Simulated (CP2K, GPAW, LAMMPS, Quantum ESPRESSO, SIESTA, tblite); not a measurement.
# How far do other methods lie from plane waves? Amorphous SiO1.7 (154 atoms)

One geometry of amorphous SiO1.7 (154 atoms) is solved by several programs and methods. How far do their forces lie from a plane-wave PBE run?

Results are calculated, not measured.

**1. The cell**

The cell holds 154 atoms (57 Si and 97 O), with edges of 13.31, 13.31 and 13.31 Å. Recipe: 154 atoms (57 Si, 97 O) placed at random at 2.22 g/cm³, melted at 5000 K for 10 ps at fixed volume with the Tersoff Si-O potential (Munetoh et al., Comput. Mater. Sci. 39, 334 (2007)). Quenched from 5000 K to 100 K at 10 K/ps and fixed volume, held 5 ps. The density is 2.22 g/cm³.

**2. The reference input**

Quantum ESPRESSO 7.5: Kohn-Sham DFT, PBE, SSSP efficiency 1.3.0 pseudopotentials, plane waves. Its input, pw.in:

```
&control
  calculation = 'scf'
  pseudo_dir = './pseudo'
  outdir = './tmp'
  disk_io = 'none'
  tprnfor = .true.
  tstress = .true.
/
&system
  ibrav = 0
  nat = 154
  ntyp = 2
  ecutwfc = 60
  ecutrho = 480
  nosym = .true.
  occupations = 'smearing'
  smearing = 'fd'
  degauss = 0.003675
/
&electrons
  conv_thr = 7.7e-07
  electron_maxstep = 100
  mixing_beta = 0.4
  mixing_mode = 'plain'
  diagonalization = 'david'
/
ATOMIC_SPECIES
Si 28.085 Si.upf
O 15.999 O.upf
CELL_PARAMETERS angstrom
13.31250 0.00000 0.00000
0.00000 13.31250 0.00000
0.00000 0.00000 13.31250
ATOMIC_POSITIONS crystal
Si 0.54641 0.90028 0.35957
Si 0.26484 0.09504 0.56761
Si 0.97832 0.64106 0.82235
Si 0.10233 0.03684 0.73057
[... 148 atom lines left out ...]
O 0.83035 0.18449 0.24738
O 0.03026 0.38919 0.38794
K_POINTS gamma
```

```console
$ OMP_NUM_THREADS=1 mpirun -np 2 pw.x -in pw.in > output.txt
```

Elapsed: 39 min, on 2 MPI ranks of Arm Neoverse V2, shared host; peak memory 10 GiB; 78 min of CPU time.

It converged with an r.m.s. force component of 1.3 eV/Å and a pressure of 3.6 GPa.

**3. What was run beside it**

- CP2K 2026.2: Gaussian basis with GTH pseudopotentials and a plane-wave density; labels give functional, basis (MOLOPT sets; SR short-range, UZH the newer set with its own potentials), grid cutoff/relative cutoff and solver (OT: orbital transformation; TRS4, TC2, SIGN: linear-scaling purification with its sparsity filter), or its built-in tight binding.
- GPAW 26.7.0: PAW with atomic orbitals (LCAO), plane waves or a real-space grid of spacing h.
- SIESTA 5.4.2: numerical atomic orbitals, whose automatically made sets are far from complete, with PseudoDojo norm-conserving potentials that we converted to its format (checked against plane waves on the same files for H, C, O, Si, Ge and Ca alone); labels give functional, basis size, energy shift and mesh cutoff.
- tblite 0.8.0: extended tight binding, driven from Python.

All use the same cell and atoms, and the electronic-structure runs the same k-mesh.

**4. Side by side**

Differences are against the reference: forces as r.m.s. over components, share as that over the reference's r.m.s. force, slope as the fitted ratio of a run's forces to the reference's.

```tsv
run	Δ force, r.m.s. (meV/Å)	share (%)	slope	Δ pressure (GPa)	cores	CPU time	memory (GiB)
reference	-	-	-	-	2	78 min	10
CP2K PBE, DZVP-MOLOPT-SR, 600/50 Ry, diagonalisation	130	9.71	1.025	1.16	4	14 min	8.1
CP2K PBE, DZVP-UZH, 600/50 Ry, diagonalisation	98.9	7.35	1.024	0.939	4	18 min	8.2
GPAW PBE, LCAO dzp, h 0.18 Å	298	22.1	1.034	-	4	14 min	4.2
SIESTA PBE, DZP, shift 0.01 Ry, mesh 500 Ry	170	12.6	1.027	3.06	4	16 min	3.6
tblite GFN2-xTB	689	51.3	0.827	-7.20	1	22 s	0.21
```

Runs without a result: tblite GFN1-xTB (not converged).

CPU time is summed over cores on shared hosts, so it is rough.

**5. What came out**

Forces lie from 7.4 % (CP2K PBE, DZVP-UZH, 600/50 Ry, diagonalisation) to 51 % (tblite GFN2-xTB) of the reference's r.m.s. force of 1.3 eV/Å away from it. The PBE runs in local orbitals differ by 7.4 % (CP2K PBE, DZVP-UZH, 600/50 Ry, diagonalisation) to 22 % (GPAW PBE, LCAO dzp, h 0.18 Å); basis, grid and potentials can all enter. Tight binding differs by 51 % (tblite GFN2-xTB); it is another model, with fitted parameters of its own, and the xTB methods hold dispersion. Pressures at PBE, coarse settings apart, lie +0.94 to +3.06 GPa from the reference's.

Caveats: Periodic xTB results under one method name differ between programs and library versions. The reference's pressure holds the uncorrected Pulay stress of its 60 Ry basis, so small pressure differences may be the reference's own error. The quench rate of 10 K/ps is many orders above laboratory rates, so the cell is likely richer in defects and strain than a real sample. The network of bonds at the start is that of the classical potential that made the cell, and needn't be the one that DFT or experiment would give. The electronic-structure runs sample only Γ, in a cell whose shortest periodic width is 13 Å, which is coarse for a cell with partly filled levels. CP2K warns in some runs that its smearing reaches the highest orbitals computed, so too few empty orbitals were added. Where levels are smeared, the DFT runs use Fermi–Dirac occupations at 580 K (0.05 eV), and energies are free energies. The reference's cutoffs and mesh weren't converged further here.

[Logs are printed without paths, hosts, clocks, repeated set-up lines and the standing remarks that a program may print on its own settings, such as how far it seeks lower states.]

[Hosts, paths, dates, database ids (printed as entryN), source tags and the programs' standing remarks are cut or masked in the printed files.]

[Cells were taken only where this reference lay near another plane-wave run.]
